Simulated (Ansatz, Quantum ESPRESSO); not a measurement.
# From contact to tunnelling: vacuum gaps between two Pb(100) faces, part 4 of 5

Aim: how the conductance falls as the barrier grows, for vacuum gaps between two Pb(100) faces.

Quantum ESPRESSO 7.5; plane-wave DFT, LDA, GBRV ultrasoft pseudopotentials; cross-check by Ansatz 0.2.0 with PAW datasets.

So far. Step 6 (The open system, 6 Å): T goes from 0.182 to 0.0366, a factor of 5.0. Step 7 (The same in Ansatz, 6 Å): Ansatz finds T = 0.0367 against pwcond's 0.0366.

## (9) Transmission with pwcond.x, 7 Å

Level of this step: transmission by pwcond, lead and junction from one cell; plane-wave DFT, LDA, GBRV ultrasoft pseudopotentials (Quantum ESPRESSO).

j2.cond.in reads:

```
&inputcond
  outdir = './out'
  prefixt = 'j2.scf'
  tran_file = 'j2.cond.dat'
  bdl = 1.4142135624
  bds = 9.7462650377
  ikind = 1
  ewind = 4.0
  epsproj = 1e-05
  nz1 = 7
  energy0 = 0.4
  denergy = -0.4
/
15
  0.00000000 0.00000000 0.01562500
  0.00000000 0.12500000 0.06250000
  0.00000000 0.25000000 0.06250000
  0.00000000 0.37500000 0.06250000
  0.00000000 0.50000000 0.03125000
  0.12500000 0.12500000 0.06250000
  0.12500000 0.25000000 0.12500000
  0.12500000 0.37500000 0.12500000
  0.12500000 0.50000000 0.06250000
  0.25000000 0.25000000 0.06250000
  0.25000000 0.37500000 0.12500000
  0.25000000 0.50000000 0.06250000
  0.37500000 0.37500000 0.06250000
  0.37500000 0.50000000 0.06250000
  0.50000000 0.50000000 0.01562500
3
```

Launch:

```console
OMP_NUM_THREADS=1 mpirun -n 4 pwcond.x -in j2.cond.in > j2.cond.out
```

Output:

```text
[banner, memory and clock lines left out]
Program PWCOND v.7.5 starts

     ./out/j2.scf.save/

[...]
negative rho (up, down):  1.865E-01 0.000E+00
     Reading collected, re-writing distributed wavefunctions

===== INPUT FILE containing all the regions =====

     GEOMETRY:

     lattice parameter (alat)  =       6.7213  a.u.
     the volume                =    2959.3326 (a.u.)^3
     the cross section         =      45.1756 (a.u.)^2
     l of the unit cell        =       9.7463 (alat)
     number of atoms/cell      =           12
[...]
-0.3807402  -0.0000108  -0.4000000
 Left moving states:
   k1(2pi/a)   k2(2pi/a)   E-Ef (eV)
   0.3807402  -0.0000108  -0.4000000
   0.3807402  -0.0000108  -0.4000000

 to transmit
 Band j to band i transmissions and reflections:
    j         i     |T_ij|^2    |R_ij|^2

    1 -->     1     0.00002     0.03924
    1 -->     2     0.00000     0.96074
   Total T_j, R_j =    0.00002  0.99998

    2 -->     1     0.00000     0.96074
    2 -->     2     0.00002     0.03924
   Total T_j, R_j =    0.00002  0.99998

E-Ef(ev), T(x2 spins) =   -0.4000000   0.0000744
   T_tot     0.40000      0.25972E-01
   T_tot     0.00000      0.11745E-01
   T_tot    -0.40000      0.93740E-02
```

Run time: 94 s. Hardware: 4 MPI ranks of Arm Neoverse V1, shared host; peak memory 0.29 GiB; 6.2 min of CPU time.

Read from the output:

* transmission at the Fermi level, one spin: 0.005872
* conductance: 0.005872 G₀

Per spin; mean over the k mesh across the current. Table of transmission, zone mean by energy, zero at the Fermi level:

```
energy (eV)  transmission, zone mean
     -0.400                  0.00469
      0.000                  0.00587
      0.400                   0.0130
```

At 0.000 eV; k in fractions of b1, b2. Transmission by k point:

```
   k1     k2   weight         t  channels
    0      0  0.01562     0.026         1
    0  0.125   0.0625   0.01998         1
    0   0.25   0.0625  0.008767         2
    0  0.375   0.0625  0.003729         2
    0    0.5  0.03125         0         0
0.125  0.125   0.0625   0.01857         1
0.125   0.25    0.125   0.00961         2
0.125  0.375    0.125  0.003491         2
0.125    0.5   0.0625         0         0
 0.25   0.25   0.0625   0.00423         2
 0.25  0.375    0.125  0.002499         2
 0.25    0.5   0.0625         0         0
0.375  0.375   0.0625   7.56e-4         2
0.375    0.5   0.0625   2.21e-4         2
  0.5    0.5  0.01562   5.54e-5         2
```

T goes from 0.0366 to 0.00587, a factor of 6.2.

## (10) The same in Ansatz, 7 Å

Level of this step: plane-wave DFT, LDA, Ansatz PAW (Ansatz 0.2.0).

input.yaml reads:

```yaml
crystal:
  lattice:
    - [3.5567471094, 0.0, 0.0]
    - [0.0, 3.5567471094, 0.0]
    - [0.0, 0.0, 34.665]
  atoms:
    - { symbol: Pb, position: [0.0, 0.0, 0.0] }
    - { symbol: Pb, position: [0.5, 0.5, 0.072551565] }
    - { symbol: Pb, position: [0.0, 0.0, 0.14510313] }
    - { symbol: Pb, position: [0.5, 0.5, 0.2176546949] }
    - { symbol: Pb, position: [0.0, 0.0, 0.2902062599] }
    - { symbol: Pb, position: [0.5, 0.5, 0.3627578249] }
    - { symbol: Pb, position: [0.0, 0.0, 0.5646906101] }
    - { symbol: Pb, position: [0.5, 0.5, 0.6372421751] }
    - { symbol: Pb, position: [0.0, 0.0, 0.7097937401] }
    - { symbol: Pb, position: [0.5, 0.5, 0.7823453051] }
    - { symbol: Pb, position: [0.0, 0.0, 0.85489687] }
    - { symbol: Pb, position: [0.5, 0.5, 0.927448435] }
kpoints:
  mp_grid: { grid: [7, 7, 1] }
hamiltonian:
  xc: lda
scf:
  occupations: { method: fermi_dirac, width: 0.1 }
  convergence: { dr2_threshold: 1.0e-08 }
output:
  transmission: { leads: [[0, 2]], e_range: [-0.4, 0.4], de: 0.4, kmesh: [8, 8] }
  write_potential: true
  write_density: true
  volumetric_format: npy
```

Launch:

```console
ansatz run input.yaml --threads 4 --pin off --max-ram 8192MiB --backend cpu --events-out ev --progress --plain --runs-dir out
```

Output:

```text
[...]
Crystal: 12 atoms, lattice volume = 438.528 Å³
Basis set: ecut = 420 eV, 8551 PW (Γ)
Bands: 101, of which v1, the nominal top of the filled ones, is band 84 counted from 1 (83 counted from 0)
Symmetry: 16 space group operations
[...]
k-points: 10 of 49
[...]
k-point 9: bands = [... 80 lower, 6.3028, 6.3262, 6.5071, 6.7635, 6.7874, 7.0947, 7.3152, 7.4957, ... 13 higher]
--- Transmission ---
  basis      : 109 plane waves across, 44 finite elements along
  points     : 15, standing for a mesh of 8 x 8
[...]
channels       : 1.546875e0 a spin
[...]
slowest decay  : 0.0726 /Å at (0.5000, 0.0000)
  junction   : crystal 0 to crystal 0, -0.56 to 29.08 Å
    transmission   : 5.919888e-3 a spin
[...]
[key lines of the parts left out:]
SCF converged after 8 iterations
Free energy (F): -139227.052233 eV
Fermi energy:    8.136494 eV
```

Run time: 25 s. Hardware: 4 threads; peak memory 1.3 GiB.

This step gave:

```
free energy                                  : -139227.0522 eV
energy at zero smearing                      : -139226.9322 eV
smearing term TS                             : 0.2401 eV
Fermi energy                                 : 8.136 eV
transmission at the Fermi level, one spin    : 0.005920
step of the lead's Hamiltonian over a period : 57.2 meV
```

Per spin; mean over the k mesh across the current. The transmission, zone mean by energy, zero at the Fermi level:

```
energy (eV)  transmission, zone mean
     -0.400                  0.00471
      0.000                  0.00592
      0.400                   0.0127
```

Ansatz finds T = 0.00592 against pwcond's 0.00587.

## (11) Self-consistent run, 8 Å

Level of this step: plane-wave DFT, LDA, GBRV ultrasoft pseudopotentials (Quantum ESPRESSO 7.5).

j3.scf.in reads:

```
&control
  prefix = 'j3.scf'
  outdir = './out'
  pseudo_dir = './pseudo'
  calculation = 'scf'
  tprnfor = .true.
/
&system
  ibrav = 0
  nat = 12
  ntyp = 1
  ecutwfc = 40
  ecutrho = 200
  occupations = 'smearing'
  smearing = 'mv'
  degauss = 0.01
/
&electrons
  conv_thr = 1e-07
  mixing_beta = 0.25
  electron_maxstep = 120
  mixing_mode = 'local-TF'
/
ATOMIC_SPECIES
  Pb  207.2000  pb_lda_v1.uspp.F.UPF
CELL_PARAMETERS angstrom
  3.55674710936833 0.00000000000000 0.00000000000000
  0.00000000000000 3.55674710936833 0.00000000000000
  0.00000000000000 0.00000000000000 35.66500000000000
ATOMIC_POSITIONS crystal
  Pb  0.000000000000 0.000000000000 0.000000000000
  Pb  0.500000000000 0.500000000000 0.070517313893
  Pb  0.000000000000 0.000000000000 0.141034627786
  Pb  0.500000000000 0.500000000000 0.211551941680
  Pb  0.000000000000 0.000000000000 0.282069255573
  Pb  0.500000000000 0.500000000000 0.352586569466
  Pb  0.000000000000 0.000000000000 0.576896116641
  Pb  0.500000000000 0.500000000000 0.647413430534
  Pb  0.000000000000 0.000000000000 0.717930744427
  Pb  0.500000000000 0.500000000000 0.788448058320
  Pb  0.000000000000 0.000000000000 0.858965372214
  Pb  0.500000000000 0.500000000000 0.929482686107
K_POINTS automatic
  7 7 1 0 0 0
```

Launch:

```console
OMP_NUM_THREADS=1 mpirun -n 4 pw.x -nk 2 -in j3.scf.in > j3.scf.out
```

Output:

```text
[banner, memory and clock lines left out]
Program PWSCF v.7.5 starts
[...]
number of electrons       =       168.00
     number of Kohn-Sham states=          101
     kinetic-energy cutoff     =      40.0000  Ry
     charge density cutoff     =     200.0000  Ry
[...]
number of k points=    10  Marzari-Vanderbilt smearing, width (Ry)=  0.0100
[...]
Dense  grid:   145323 G-vectors     FFT dimensions: (  32,  32, 320)
[...]
Starting wfcs are  108 randomized atomic wfcs
     estimated scf accuracy    <       0.24106488 Ry
     estimated scf accuracy    <       0.17734444 Ry
     estimated scf accuracy    <       0.00282121 Ry
     estimated scf accuracy    <       0.00321174 Ry
     estimated scf accuracy    <       0.00048582 Ry
     estimated scf accuracy    <       0.00061137 Ry
     estimated scf accuracy    <       0.00001921 Ry
     estimated scf accuracy    <       0.00000934 Ry
     estimated scf accuracy    <       0.00000112 Ry
     estimated scf accuracy    <       0.00000023 Ry
     estimated scf accuracy    <       0.00000017 Ry
[...]
the Fermi energy is     8.0327 ev
!    total energy              =   -1968.25625570 Ry
     estimated scf accuracy    <          4.2E-09 Ry
     smearing contrib. (-TS)   =      -0.00024404 Ry
     internal energy E=F+TS    =   -1968.25601166 Ry
[...]
one-electron contribution =   -2544.20953998 Ry
     hartree contribution      =    1382.18255032 Ry
     xc contribution           =    -756.89032651 Ry
     ewald contribution        =     -49.33869549 Ry
     convergence has been achieved in  12 iterations
[...]
Total force =     0.034005     Total SCF correction =     0.000285
[...]
```

The job ended after 2.5 min (4 MPI ranks; peak memory 0.87 GiB).

This step gave:

| Property | Result |
| --- | --- |
| free energy | -26779.4906 eV |
| Fermi energy | 8.033 eV |

## (12) The open system, 8 Å

j3.cond.in, as its differences from the input of step 9:

```diff
@@ -2,6 +2,6 @@
   outdir = './out'
-  prefixt = 'j2.scf'
-  tran_file = 'j2.cond.dat'
+  prefixt = 'j3.scf'
+  tran_file = 'j3.cond.dat'
   bdl = 1.4142135624
-  bds = 9.7462650377
+  bds = 10.0274208155
   ikind = 1
```

Launch:

```console
OMP_NUM_THREADS=1 mpirun -n 4 pwcond.x -in j3.cond.in > j3.cond.out
```

Output:

```text
[banner, memory and clock lines left out]
Program PWCOND v.7.5 starts

     ./out/j3.scf.save/

[...]
negative rho (up, down):  1.879E-01 0.000E+00
     Reading collected, re-writing distributed wavefunctions

===== INPUT FILE containing all the regions =====

     GEOMETRY:

     lattice parameter (alat)  =       6.7213  a.u.
     the volume                =    3044.7021 (a.u.)^3
     the cross section         =      45.1756 (a.u.)^2
     l of the unit cell        =      10.0274 (alat)
     number of atoms/cell      =           12
[...]
-0.3810418  -0.0000122  -0.4000000
 Left moving states:
   k1(2pi/a)   k2(2pi/a)   E-Ef (eV)
   0.3810418  -0.0000122  -0.4000000
   0.3810418  -0.0000122  -0.4000000

 to transmit
 Band j to band i transmissions and reflections:
    j         i     |T_ij|^2    |R_ij|^2

    1 -->     1     0.00000     0.50542
    1 -->     2     0.00000     0.49458
   Total T_j, R_j =    0.00000  1.00000

    2 -->     1     0.00000     0.49458
    2 -->     2     0.00000     0.50542
   Total T_j, R_j =    0.00000  1.00000

E-Ef(ev), T(x2 spins) =   -0.4000000   0.0000033
   T_tot     0.40000      0.34165E-02
   T_tot     0.00000      0.16607E-02
   T_tot    -0.40000      0.12004E-02
```

Run time: 1.8 min. Hardware: 4 MPI ranks; peak memory 0.38 GiB; 7.2 min of CPU time.

Read from the output:

| Item | Value |
| --- | --- |
| transmission at the Fermi level, one spin | 8.30e-4 |
| conductance | 8.30e-4 G₀ |

Per spin; mean over the k mesh across the current. Table of transmission, zone mean by energy, zero at the Fermi level:

```
energy (eV)  transmission, zone mean
     -0.400                   6.0e-4
      0.000                   8.3e-4
      0.400                  0.00171
```

T goes from 0.00587 to 8.3e-4, a factor of 7.1.

## (13) Cross-check with Ansatz, 8 Å

Level of this step: plane-wave DFT, LDA, Ansatz PAW (Ansatz 0.2.0).

input.yaml, the sections that differ from step 10:

```yaml
crystal:
  lattice:
    - [3.5567471094, 0.0, 0.0]
    - [0.0, 3.5567471094, 0.0]
    - [0.0, 0.0, 35.665]
  atoms:
    - { symbol: Pb, position: [0.0, 0.0, 0.0] }
    - { symbol: Pb, position: [0.5, 0.5, 0.0705173139] }
    - { symbol: Pb, position: [0.0, 0.0, 0.1410346278] }
    - { symbol: Pb, position: [0.5, 0.5, 0.2115519417] }
    - { symbol: Pb, position: [0.0, 0.0, 0.2820692556] }
    - { symbol: Pb, position: [0.5, 0.5, 0.3525865695] }
    - { symbol: Pb, position: [0.0, 0.0, 0.5768961166] }
    - { symbol: Pb, position: [0.5, 0.5, 0.6474134305] }
    - { symbol: Pb, position: [0.0, 0.0, 0.7179307444] }
    - { symbol: Pb, position: [0.5, 0.5, 0.7884480583] }
    - { symbol: Pb, position: [0.0, 0.0, 0.8589653722] }
    - { symbol: Pb, position: [0.5, 0.5, 0.9294826861] }
# kpoints, hamiltonian, scf, output: as in step 10
```

Launch:

```console
ansatz run input.yaml --threads 4 --pin off --max-ram 8192MiB --backend cpu --events-out ev --progress --plain --runs-dir out
```

Output:

```text
[...]
Crystal: 12 atoms, lattice volume = 451.178 Å³
Basis set: ecut = 420 eV, 8795 PW (Γ)
Bands: 101, of which v1, the nominal top of the filled ones, is band 84 counted from 1 (83 counted from 0)
Symmetry: 16 space group operations
[...]
k-points: 10 of 49
[...]
k-point 9: bands = [... 80 lower, 5.9638, 5.9873, 6.1678, 6.4243, 6.4477, 6.7549, 6.9762, 7.1573, ... 13 higher]
--- Transmission ---
  basis      : 109 plane waves across, 45 finite elements along
  points     : 15, standing for a mesh of 8 x 8
[...]
channels       : 1.546875e0 a spin
[...]
slowest decay  : 0.0725 /Å at (0.5000, 0.0000)
  junction   : crystal 0 to crystal 0, -0.56 to 30.08 Å
    transmission   : 8.383059e-4 a spin
[...]
[key lines of the parts left out:]
SCF converged after 8 iterations
Free energy (F): -139227.048467 eV
Fermi energy:    7.798696 eV
```

Wall time 27 s (4 threads); peak memory 1.4 GiB; 1.7 min of CPU time.

This step gave:

* free energy: -139227.0485 eV
* energy at zero smearing: -139226.9288 eV
* smearing term TS: 0.2394 eV
* Fermi energy: 7.799 eV
* transmission at the Fermi level, one spin: 8.38e-4
* step of the lead's Hamiltonian over a period: 58.1 meV

Per spin; mean over the k mesh across the current. The transmission, zone mean by energy, zero at the Fermi level:

```
energy (eV)  transmission, zone mean
     -0.400                   6.1e-4
      0.000                   8.4e-4
      0.400                  0.00170
```

Ansatz finds T = 8.4e-4 against pwcond's 8.3e-4.

## (14) Self-consistent run, 9 Å

Level of this step: plane-wave DFT, LDA, GBRV ultrasoft pseudopotentials (Quantum ESPRESSO 7.5).

j4.scf.in reads:

```
&control
  prefix = 'j4.scf'
  outdir = './out'
  pseudo_dir = './pseudo'
  calculation = 'scf'
  tprnfor = .true.
/
&system
  ibrav = 0
  nat = 12
  ntyp = 1
  ecutwfc = 40
  ecutrho = 200
  occupations = 'smearing'
  smearing = 'mv'
  degauss = 0.01
/
&electrons
  conv_thr = 1e-07
  mixing_beta = 0.25
  electron_maxstep = 120
  mixing_mode = 'local-TF'
/
ATOMIC_SPECIES
  Pb  207.2000  pb_lda_v1.uspp.F.UPF
CELL_PARAMETERS angstrom
  3.55674710936833 0.00000000000000 0.00000000000000
  0.00000000000000 3.55674710936833 0.00000000000000
  0.00000000000000 0.00000000000000 36.66500000000000
ATOMIC_POSITIONS crystal
  Pb  0.000000000000 0.000000000000 0.000000000000
  Pb  0.500000000000 0.500000000000 0.068594027001
  Pb  0.000000000000 0.000000000000 0.137188054002
  Pb  0.500000000000 0.500000000000 0.205782081004
  Pb  0.000000000000 0.000000000000 0.274376108005
  Pb  0.500000000000 0.500000000000 0.342970135006
  Pb  0.000000000000 0.000000000000 0.588435837993
  Pb  0.500000000000 0.500000000000 0.657029864994
  Pb  0.000000000000 0.000000000000 0.725623891995
  Pb  0.500000000000 0.500000000000 0.794217918996
  Pb  0.000000000000 0.000000000000 0.862811945998
  Pb  0.500000000000 0.500000000000 0.931405972999
K_POINTS automatic
  7 7 1 0 0 0
```

Launch:

```console
OMP_NUM_THREADS=1 mpirun -n 4 pw.x -nk 2 -in j4.scf.in > j4.scf.out
```

Output:

```text
[banner, memory and clock lines left out]
Program PWSCF v.7.5 starts
[...]
number of electrons       =       168.00
     number of Kohn-Sham states=          101
     kinetic-energy cutoff     =      40.0000  Ry
     charge density cutoff     =     200.0000  Ry
[...]
number of k points=    10  Marzari-Vanderbilt smearing, width (Ry)=  0.0100
[...]
Dense  grid:   149411 G-vectors     FFT dimensions: (  32,  32, 320)
[...]
Starting wfcs are  108 randomized atomic wfcs
     estimated scf accuracy    <       0.24121344 Ry
     estimated scf accuracy    <       0.17790888 Ry
     estimated scf accuracy    <       0.00304770 Ry
     estimated scf accuracy    <       0.00357417 Ry
     estimated scf accuracy    <       0.00065410 Ry
     estimated scf accuracy    <       0.00081509 Ry
     estimated scf accuracy    <       0.00004146 Ry
     estimated scf accuracy    <       0.00001292 Ry
     estimated scf accuracy    <       0.00000206 Ry
     estimated scf accuracy    <       0.00000045 Ry
     estimated scf accuracy    <       0.00000028 Ry
[...]
the Fermi energy is     7.7045 ev
!    total energy              =   -1968.25622084 Ry
     estimated scf accuracy    <          3.5E-09 Ry
     smearing contrib. (-TS)   =      -0.00022993 Ry
     internal energy E=F+TS    =   -1968.25599091 Ry
[...]
one-electron contribution =   -3302.47977495 Ry
     hartree contribution      =    1759.28592687 Ry
     xc contribution           =    -756.89044971 Ry
     ewald contribution        =     331.82830687 Ry
     convergence has been achieved in  12 iterations
[...]
Total force =     0.034220     Total SCF correction =     0.000269
[...]
```

It took 2.4 min on 4 MPI ranks; peak memory 1 GiB; 9.7 min of CPU time.

Read from the output:

```
free energy  : -26779.4901 eV
Fermi energy : 7.705 eV
```

[end of part 4 of 5]

[Long decimals in the printed logs are rounded to 6 places.]

[Repeated lines of the later SCF iterations (solver, time, negative density, dipole) and banner, clock, host and MPI lines are left out of these logs without a mark at each place.]

[Logs are printed without paths, hosts, clocks, repeated set-up lines and the standing remarks that a program may print on its own settings, such as how far it seeks lower states.]

[Hosts, paths, dates, database ids (printed as entryN), source tags and the programs' standing remarks are cut or masked in the printed files.]

[Maps of the electrostatic potential energy from Ansatz leave out the sawtooth potential of an applied field or a dipole correction, so their vacuum need not be flat; planar profiles and work functions include it.]
